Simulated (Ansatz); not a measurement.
# Structural relaxation of a frame of liquid acetonitrile from 298 K (186 atoms), part 2 of 3

How does a frame of liquid acetonitrile from 298 K (186 atoms) relax, and what do bonds, charges and levels look like afterwards?

Ansatz 0.2.0; Kohn-Sham DFT, PBE+D4, PAW (set soft_2), plane waves.

The cell: 62 C, 31 N and 93 H. The network of contacts between molecules at the start is that of the classical potential that made the cell. Sampling is at Γ alone, for a cell whose shortest periodic width is 14 Å.

So far. Step 2 (Single point at the start): Neighbours are counted within 1.34 Å (H-C), 1.85 Å (C-C), 1.62 Å (C-N).

### Step 3. Relaxation

The atoms are relaxed in the fixed cell, aiming at the force tolerance of the input.

Input file input.yaml:

```yaml
crystal:
  lattice:
    - [13.92888, 0.0, 0.0]
    - [0.0, 13.92888, 0.0]
    - [0.0, 0.0, 13.92888]
  atoms:
    [... the 186 atom lines of step 2 ...]
kpoints:
  mp_grid: { grid: [1, 1, 1] }
hamiltonian:
  xc: pbe
  dispersion: d4
scf:
  occupations: { method: gaussian, width: 0.025 }
output:
  forces: true
relax:
  f_tol: 0.03
  max_steps: 200
```

Launch:

```console
> ansatz run input.yaml --threads 4 --pin off --max-ram 8192MiB --backend cpu --events-out ev --progress --plain --runs-dir out
```

Numbers of over 12 decimals in the logs are rounded to 6 here.

The log of the run:

```text
[...]
Crystal: 186 atoms, lattice volume = 2702.394 Å³
Basis set: ecut = 420 eV, 52635 PW (Γ), exchange–correlation on 192×192×192 points (8 copies of the dense FFT grid, shifted against one another)
Bands: 434, of which v1, the nominal top of the filled ones, is band 248 counted from 1 (247 counted from 0)
Symmetry: 1 space group operations
[...]
k-points: 1
[...]
SCF iter   1: F=—  HF=-28938.477007 eV  |F-HF|=—  |Δ(HF+E_count)|=         —  Δρ=3.41e-3  dr2=4.86e-1  ethr=1.77e-3  ⟨swp⟩=6.0  Hψ=1966  notcnv=0  defer=71
[...]
SCF iter   8: F=-28938.525774 eV  HF=-28938.525791 eV  |F-HF|=1.65e-5  |Δ(HF+E_count)|=   1.73e-6  Δρ=2.42e-5  dr2=2.01e-5  ethr=4.54e-9  ⟨swp⟩=4.0  Hψ=997  notcnv=0
SCF 1 converged in 8 iterations: F = -28938.525774 eV  dr2 = 2.01e-5
[...]
relax step   1: F+E_penalty+E_count = -28938.52577444 eV  Δ(F+E_penalty+E_count) = +0.000e0 eV  max|allowed force component| = 4.194e0 eV/Å  Δτ_max = 0.0000 Å  (8 SCF iters, dr2 threshold 2.25e-5 eV, accepted)
[...]
relax step   2: F+E_penalty+E_count = -28943.40151661 eV  Δ(F+E_penalty+E_count) = -4.876e0 eV  max|allowed force component| = 1.367e0 eV/Å  Δτ_max = 0.1949 Å  (7 SCF iters, dr2 threshold 1.00e-4 eV, accepted)
[...]
relax step   3: F+E_penalty+E_count = -28944.41530824 eV  Δ(F+E_penalty+E_count) = -1.014e0 eV  max|allowed force component| = 5.771e-1 eV/Å  Δτ_max = 0.1937 Å  (8 SCF iters, dr2 threshold 1.00e-4 eV, accepted)
relax step   4: F+E_penalty+E_count = -28944.89883516 eV  Δ(F+E_penalty+E_count) = -4.835e-1 eV  max|allowed force component| = 3.127e-1 eV/Å  Δτ_max = 0.2000 Å  (8 SCF iters, dr2 threshold 3.54e-5 eV, accepted)
relax step   5: F+E_penalty+E_count = -28945.20360115 eV  Δ(F+E_penalty+E_count) = -3.048e-1 eV  max|allowed force component| = 2.727e-1 eV/Å  Δτ_max = 0.1944 Å  (8 SCF iters, dr2 threshold 1.74e-5 eV, accepted)
relax step   6: F+E_penalty+E_count = -28945.38720506 eV  Δ(F+E_penalty+E_count) = -1.836e-1 eV  max|allowed force component| = 3.158e-1 eV/Å  Δτ_max = 0.1984 Å  (8 SCF iters, dr2 threshold 2.18e-5 eV, accepted)
relax step   7: F+E_penalty+E_count = -28945.51353004 eV  Δ(F+E_penalty+E_count) = -1.263e-1 eV  max|allowed force component| = 3.509e-1 eV/Å  Δτ_max = 0.1950 Å  (7 SCF iters, dr2 threshold 7.59e-5 eV, accepted)
relax step   8: F+E_penalty+E_count = -28945.63814526 eV  Δ(F+E_penalty+E_count) = -1.246e-1 eV  max|allowed force component| = 3.761e-1 eV/Å  Δτ_max = 0.1912 Å  (7 SCF iters, dr2 threshold 1.00e-4 eV, accepted)
relax step   9: F+E_penalty+E_count = -28945.73109762 eV  Δ(F+E_penalty+E_count) = -9.295e-2 eV  max|allowed force component| = 4.176e-1 eV/Å  Δτ_max = 0.1902 Å  (7 SCF iters, dr2 threshold 1.00e-4 eV, accepted)
[...]
relax step  10: F+E_penalty+E_count = -28945.79633843 eV  Δ(F+E_penalty+E_count) = -6.524e-2 eV  max|allowed force component| = 5.429e-1 eV/Å  Δτ_max = 0.1763 Å  (7 SCF iters, dr2 threshold 1.00e-4 eV, accepted)
relax step  11: F+E_penalty+E_count = -28945.86171336 eV  Δ(F+E_penalty+E_count) = -6.537e-2 eV  max|allowed force component| = 3.789e-1 eV/Å  Δτ_max = 0.0957 Å  (7 SCF iters, dr2 threshold 1.00e-4 eV, accepted)
relax step  12: F+E_penalty+E_count = -28945.93336223 eV  Δ(F+E_penalty+E_count) = -7.165e-2 eV  max|allowed force component| = 4.236e-1 eV/Å  Δτ_max = 0.1950 Å  (7 SCF iters, dr2 threshold 7.00e-5 eV, accepted)
relax step  13: F+E_penalty+E_count = -28945.96620779 eV  Δ(F+E_penalty+E_count) = -3.285e-2 eV  max|allowed force component| = 5.644e-1 eV/Å  Δτ_max = 0.1794 Å  (7 SCF iters, dr2 threshold 8.74e-5 eV, accepted)
relax step  14: F+E_penalty+E_count = -28946.01347656 eV  Δ(F+E_penalty+E_count) = -4.727e-2 eV  max|allowed force component| = 4.202e-1 eV/Å  Δτ_max = 0.1541 Å  (6 SCF iters, dr2 threshold 1.00e-4 eV, accepted)
relax step  15: F+E_penalty+E_count = -28946.06123545 eV  Δ(F+E_penalty+E_count) = -4.776e-2 eV  max|allowed force component| = 1.071e-1 eV/Å  Δτ_max = 0.1485 Å  (6 SCF iters, dr2 threshold 9.79e-5 eV, accepted)
relax step  16: F+E_penalty+E_count = -28946.09167475 eV  Δ(F+E_penalty+E_count) = -3.044e-2 eV  max|allowed force component| = 3.491e-1 eV/Å  Δτ_max = 0.1956 Å  (11 SCF iters, accepted)
relax step  17: F+E_penalty+E_count = -28946.11362782 eV  Δ(F+E_penalty+E_count) = -2.195e-2 eV  max|allowed force component| = 3.439e-1 eV/Å  Δτ_max = 0.0966 Å  (7 SCF iters, dr2 threshold 7.92e-6 eV, accepted)
[...]
relax step  18: F+E_penalty+E_count = -28946.14285535 eV  Δ(F+E_penalty+E_count) = -2.923e-2 eV  max|allowed force component| = 2.638e-1 eV/Å  Δτ_max = 0.1951 Å  (7 SCF iters, dr2 threshold 1.00e-4 eV, accepted)
relax step  19: F+E_penalty+E_count = -28946.15919900 eV  Δ(F+E_penalty+E_count) = -1.634e-2 eV  max|allowed force component| = 2.914e-1 eV/Å  Δτ_max = 0.1553 Å  (7 SCF iters, dr2 threshold 4.10e-5 eV, accepted)
[...]
relax step  33: F+E_penalty+E_count = -28946.30051200 eV  Δ(F+E_penalty+E_count) = -1.507e-7 eV  max|allowed force component| = 5.851e-3 eV/Å  Δτ_max = 0.0000 Å  (4 SCF iters, accepted)
relax step  34: F+E_penalty+E_count = -28946.30749960 eV  Δ(F+E_penalty+E_count) = -6.988e-3 eV  max|allowed force component| = 5.973e-2 eV/Å  Δτ_max = 0.1125 Å  (11 SCF iters, accepted)
relax step  35: F+E_penalty+E_count = -28946.30718485 eV  Δ(F+E_penalty+E_count) = +3.147e-4 eV  max|allowed force component| = 2.734e-1 eV/Å  Δτ_max = 0.1997 Å  (9 SCF iters, dr2 threshold 3.57e-6 eV, rejected (line search))
relax step  36: F+E_penalty+E_count = -28946.31315109 eV  Δ(F+E_penalty+E_count) = -5.651e-3 eV  max|allowed force component| = 7.592e-2 eV/Å  Δτ_max = 0.0966 Å  (10 SCF iters, accepted)
[...]
relax step  40: F+E_penalty+E_count = -28946.32384243 eV  Δ(F+E_penalty+E_count) = +1.718e-4 eV  max|allowed force component| = 4.880e-1 eV/Å  Δτ_max = 0.1968 Å  (7 SCF iters, dr2 threshold 6.65e-5 eV, rejected (line search))
relax step  41: F+E_penalty+E_count = -28946.32401480 eV  Δ(F+E_penalty+E_count) = -5.806e-7 eV  max|allowed force component| = 2.577e-1 eV/Å  Δτ_max = 0.0000 Å  (10 SCF iters, accepted)
relax step  42: F+E_penalty+E_count = -28946.32369247 eV  Δ(F+E_penalty+E_count) = +3.223e-4 eV  max|allowed force component| = 4.858e-1 eV/Å  Δτ_max = 0.1973 Å  (7 SCF iters, dr2 threshold 6.64e-5 eV, rejected (line search))
relax step  43: F+E_penalty+E_count = -28946.33330649 eV  Δ(F+E_penalty+E_count) = -9.292e-3 eV  max|allowed force component| = 1.733e-1 eV/Å  Δτ_max = 0.0975 Å  (9 SCF iters, accepted)
[...]
relax step  47: F+E_penalty+E_count = -28946.35057629 eV  Δ(F+E_penalty+E_count) = -4.526e-3 eV  max|allowed force component| = 5.852e-2 eV/Å  Δτ_max = 0.0767 Å  (7 SCF iters, dr2 threshold 1.02e-5 eV, accepted)
relax step  48: F+E_penalty+E_count = -28946.35761487 eV  Δ(F+E_penalty+E_count) = -7.039e-3 eV  max|allowed force component| = 1.827e-1 eV/Å  Δτ_max = 0.1804 Å  (10 SCF iters, accepted)
relax step  49: F+E_penalty+E_count = -28946.36126783 eV  Δ(F+E_penalty+E_count) = -3.653e-3 eV  max|allowed force component| = 2.808e-1 eV/Å  Δτ_max = 0.1217 Å  (8 SCF iters, dr2 threshold 6.28e-6 eV, accepted)
relax step  50: F+E_penalty+E_count = -28946.36680705 eV  Δ(F+E_penalty+E_count) = -5.539e-3 eV  max|allowed force component| = 2.198e-1 eV/Å  Δτ_max = 0.0810 Å  (5 SCF iters, dr2 threshold 7.89e-5 eV, accepted)
relax step  51: F+E_penalty+E_count = -28946.37136973 eV  Δ(F+E_penalty+E_count) = -4.563e-3 eV  max|allowed force component| = 1.401e-1 eV/Å  Δτ_max = 0.0425 Å  (5 SCF iters, dr2 threshold 2.96e-5 eV, accepted)
relax step  52: F+E_penalty+E_count = -28946.37417928 eV  Δ(F+E_penalty+E_count) = -2.810e-3 eV  max|allowed force component| = 4.503e-2 eV/Å  Δτ_max = 0.0373 Å  (6 SCF iters, dr2 threshold 7.98e-6 eV, accepted)
relax step  53: F+E_penalty+E_count = -28946.37745362 eV  Δ(F+E_penalty+E_count) = -3.274e-3 eV  max|allowed force component| = 5.124e-2 eV/Å  Δτ_max = 0.0741 Å  (10 SCF iters, accepted)
relax step  54: F+E_penalty+E_count = -28946.37775896 eV  Δ(F+E_penalty+E_count) = -3.053e-4 eV  max|allowed force component| = 1.782e-1 eV/Å  Δτ_max = 0.1546 Å  (10 SCF iters, accepted)
relax step  55: F+E_penalty+E_count = -28946.38128753 eV  Δ(F+E_penalty+E_count) = -3.529e-3 eV  max|allowed force component| = 6.370e-2 eV/Å  Δτ_max = 0.0578 Å  (6 SCF iters, dr2 threshold 3.18e-5 eV, accepted)
relax step  56: F+E_penalty+E_count = -28946.38299988 eV  Δ(F+E_penalty+E_count) = -1.712e-3 eV  max|allowed force component| = 3.898e-2 eV/Å  Δτ_max = 0.0475 Å  (8 SCF iters, accepted)
relax step  57: F+E_penalty+E_count = -28946.38360556 eV  Δ(F+E_penalty+E_count) = -6.057e-4 eV  max|allowed force component| = 2.253e-1 eV/Å  Δτ_max = 0.1635 Å  (10 SCF iters, accepted)
relax step  58: F+E_penalty+E_count = -28946.38641406 eV  Δ(F+E_penalty+E_count) = -2.808e-3 eV  max|allowed force component| = 1.276e-1 eV/Å  Δτ_max = 0.0433 Å  (5 SCF iters, dr2 threshold 1.90e-5 eV, accepted)
relax step  59: F+E_penalty+E_count = -28946.38941397 eV  Δ(F+E_penalty+E_count) = -3.000e-3 eV  max|allowed force component| = 2.580e-2 eV/Å  Δτ_max = 0.0698 Å  (7 SCF iters, dr2 threshold 5.22e-6 eV, accepted)
[...]
relax step  60: F+E_penalty+E_count = -28946.38941396 eV  Δ(F+E_penalty+E_count) = +7.156e-9 eV  max|allowed force component| = 2.575e-2 eV/Å  Δτ_max = 0.0000 Å  (3 SCF iters, accepted)
SCF converged after 3 iterations
Free energy (F): -28946.389414 eV
[...]
Internal energy: -28946.389414 eV  (E = F + TS)
E sigma→0 (E₀):  -28946.389414 eV
Fermi energy:    -0.616056 eV
[...]
--- Forces (eV/Å), atoms counted from 1 ---
  atom   1  C      0.00014604     0.00331676    -0.00315132
  atom   2  C      0.00097753    -0.00053830     0.00008309
  atom   3  N      0.00032170    -0.00039839     0.00057666
  atom   4  H      0.00077603     0.00021316    -0.00005101
  atom   5  H      0.00128112    -0.00311062     0.00089100
  atom   6  H     -0.00190095    -0.00113437     0.00105938
  atom   7  C      0.00104707     0.00207967     0.00062209
  atom   8  C     -0.00143339    -0.00501473    -0.00136164
  atom   9  N     -0.00251655     0.00085450    -0.00016217
  atom  10  H     -0.00055516     0.00141321     0.00064570
  atom  11  H     -0.00140061     0.00085650     0.00060241
  atom  12  H      0.00151822    -0.00053688    -0.00256213
  atom  13  C      0.00471622     0.00345701     0.00175878
  atom  14  C      0.00319344    -0.00434155     0.00333017
[...]
atom 185  H     -0.00009369     0.00204499    -0.00085874
  atom 186  H     -0.00045480    -0.00124376    -0.00013191
  max |Σ_I F_I| component: 2.06e-4 eV/Å
--- Relaxed structure (60 steps of the walk, 57 accepted, 0 SCFs on fresh bases) ---
  F+E_penalty+E_count = -28946.38941396 eV   max|allowed force component| = 2.575e-2 eV/Å
  atoms:
    - { symbol: C, position: [0.510685, 0.690100, 0.638283] }
    - { symbol: C, position: [0.551115, 0.758129, 0.705898] }
    - { symbol: N, position: [0.582825, 0.812422, 0.760783] }
    - { symbol: H, position: [0.511727, 0.719754, 0.565225] }
[...]
- { symbol: H, position: [0.643879, 0.076579, 0.622484] }
```

Run time: 7.1 min. Hardware: 4 threads of AMD EPYC 9R45, shared host; peak memory 3.4 GiB.

Relaxation path (22 of 60):

```csv
step,energy less that of the first step (eV),largest force component (eV/Å)
1,0.0000,4.1942
4,-6.3731,0.3127
7,-6.9878,0.3509
9,-7.2053,0.4176
12,-7.4076,0.4236
15,-7.5355,0.1071
18,-7.6171,0.2638
21,-7.6687,0.1858
23,-7.6866,0.0228
26,-7.7321,0.1135
29,-7.7548,0.1533
32,-7.7747,0.0056
35,-7.7814,0.2734
38,-7.7949,0.2215
40,-7.7981,0.4880
43,-7.8075,0.1733
46,-7.8203,0.1350
49,-7.8355,0.2808
52,-7.8484,0.0450
54,-7.8520,0.1782
57,-7.8578,0.2253
60,-7.8636,0.0257
```

Relaxation steps 35, 40, 42 were tried and not accepted.

The atoms that moved most (Å):

| atom | dx | dy | dz | length |
| --- | --- | --- | --- | --- |
| H149 | 1.322 | 2.237 | 0.227 | 2.609 |
| N93 | -1.251 | -0.026 | 2.000 | 2.359 |
| H162 | 0.584 | -0.252 | -2.198 | 2.289 |
| H60 | 0.623 | 1.234 | 1.822 | 2.288 |
| H136 | -1.105 | -1.234 | 1.512 | 2.243 |
| H148 | -0.103 | 1.860 | 1.018 | 2.123 |
| N135 | -1.479 | -1.477 | -0.056 | 2.091 |
| H11 | -1.027 | -1.647 | -0.005 | 1.941 |

The relaxation changed the energy by -42.3 meV/atom, and atoms moved by 1.1 Å r.m.s., 2.6 Å at most.

### Step 4. Structure statistics after relaxation

Bonds before and after, by the cutoffs listed below:

```csv
pair,bonds before,bonds after,mean before (Å),mean after (Å),spread before (Å),spread after (Å)
H-C,93,93,1.098,1.098,0.028,0.001
C-C,31,31,1.454,1.449,0.025,0.001
C-N,31,31,1.158,1.163,0.018,0.000
```

Density 0.782 g/cm³, 14.53 Å³ an atom.

g(r), total and by pair (bins of 0.2 Å):

```
r (Å)  total   H-H    H-C   H-N   C-C    C-N   N-N
 1.00   4.84  0.00  14.50  0.00  0.00   0.00  0.00
 1.20   1.54  0.00   0.44  0.00  0.00  12.55  0.00
 1.40   0.95  0.00   0.00  0.00  8.55   0.00  0.00
 1.60   0.00  0.00   0.00  0.00  0.00   0.00  0.00
 1.80   1.83  7.32   0.00  0.00  0.00   0.00  0.00
 2.00   1.05  0.00   3.16  0.00  0.00   0.00  0.00
 2.20   0.28  0.00   0.82  0.00  0.00   0.00  0.00
 2.40   0.25  0.00   0.00  1.52  0.00   0.00  0.00
 2.60   0.61  0.18   0.00  1.72  0.00   2.52  0.00
 2.80   0.34  0.44   0.12  1.18  0.00   0.00  0.00
 3.00   0.49  0.75   0.45  0.92  0.00   0.00  0.00
 3.20   1.19  0.99   0.70  4.26  0.00   0.00  0.00
 3.40   0.84  0.62   1.06  0.78  0.14   1.66  0.00
 3.60   1.16  0.67   1.23  0.85  0.85   2.90  0.50
 3.80   1.13  0.55   1.06  1.08  1.42   2.39  1.23
 4.00   1.23  0.93   0.97  1.82  1.68   1.29  1.67
 4.20   1.16  1.14   1.03  1.40  1.41   0.96  1.13
 4.40   1.04  1.11   1.06  1.00  1.25   0.67  1.26
 4.60   1.14  1.31   1.21  0.69  1.59   0.75  1.16
 4.80   1.12  1.24   1.29  0.64  1.36   0.75  1.66
 5.00   1.11  1.21   1.35  0.59  1.36   0.65  1.34
 5.20   0.95  1.01   1.20  0.38  1.11   0.64  1.32
 5.40   0.94  1.29   0.89  0.54  0.94   0.77  1.60
 5.60   0.94  1.21   0.89  0.73  1.04   0.73  1.00
 5.80   0.89  0.89   0.96  0.77  0.86   0.88  0.99
 6.00   0.96  1.07   0.84  0.92  1.10   0.90  1.25
 6.20   0.99  1.04   1.06  1.02  0.76   0.83  1.00
 6.40   0.97  1.03   0.99  0.97  0.72   1.02  0.88
```

Bonds by pair of elements; cutoffs follow the first minimum of g(r), held within bounds set by covalent radii, and pairs that aren't listed don't count as bonded:

```csv
pair A-B,cutoff (Å),bonds,mean length (Å),spread (Å),shortest (Å),B about A,A about B
H-C,1.34,93,1.10,0.001,1.10,1,1.5
C-C,1.82,31,1.45,0.001,1.45,1,1
C-N,1.62,31,1.16,0,1.16,0.5,1
```

How many atoms have how many bonded neighbours:

| element | mean | 1 | 2 | 4 |
| --- | --- | --- | --- | --- |
| C | 3 | 0 | 31 | 31 |
| H | 1 | 93 | 0 | 0 |
| N | 1 | 31 | 0 | 0 |

Bond angles, per cent of each kind in bins of 5°:

```csv
angle (°),H-C-H,C-C-H,C-C-N
105–110,93.5,60.2,0.0
110–115,6.5,39.8,0.0
115–120,0.0,0.0,0.0
120–125,0.0,0.0,0.0
125–130,0.0,0.0,0.0
130–135,0.0,0.0,0.0
135–140,0.0,0.0,0.0
140–145,0.0,0.0,0.0
145–150,0.0,0.0,0.0
150–155,0.0,0.0,0.0
155–160,0.0,0.0,0.0
160–165,0.0,0.0,0.0
165–170,0.0,0.0,0.0
170–175,0.0,0.0,0.0
175–180,0.0,0.0,100.0
```

Bond angles (no mean is given where the spread exceeds 20°):

```csv
angle,count,mean (°),spread (°)
H-C-H,93,109,0.6
C-C-H,93,110,0.6
C-C-N,31,179,0.3
```

Bond length by coordination (bonds to H left out):

```
element  coordination  atoms  mean bond length (Å)
      C             2     31                  1.31
      C             4     31                  1.45
```

Counting bonds as in the table, 50 % of C atoms have 2 and as many 4, all H atoms have 1 and all N atoms have 1 bonded neighbour. The H-C-H angle averages 109° with a spread of 0.6°.

(Part 2 of 3 ends here.)

[Logs are printed without paths, hosts, clocks, repeated set-up lines and the standing remarks that a program may print on its own settings, such as how far it seeks lower states.]

[Hosts, paths, dates, database ids (printed as entryN), source tags and the programs' standing remarks are cut or masked in the printed files.]
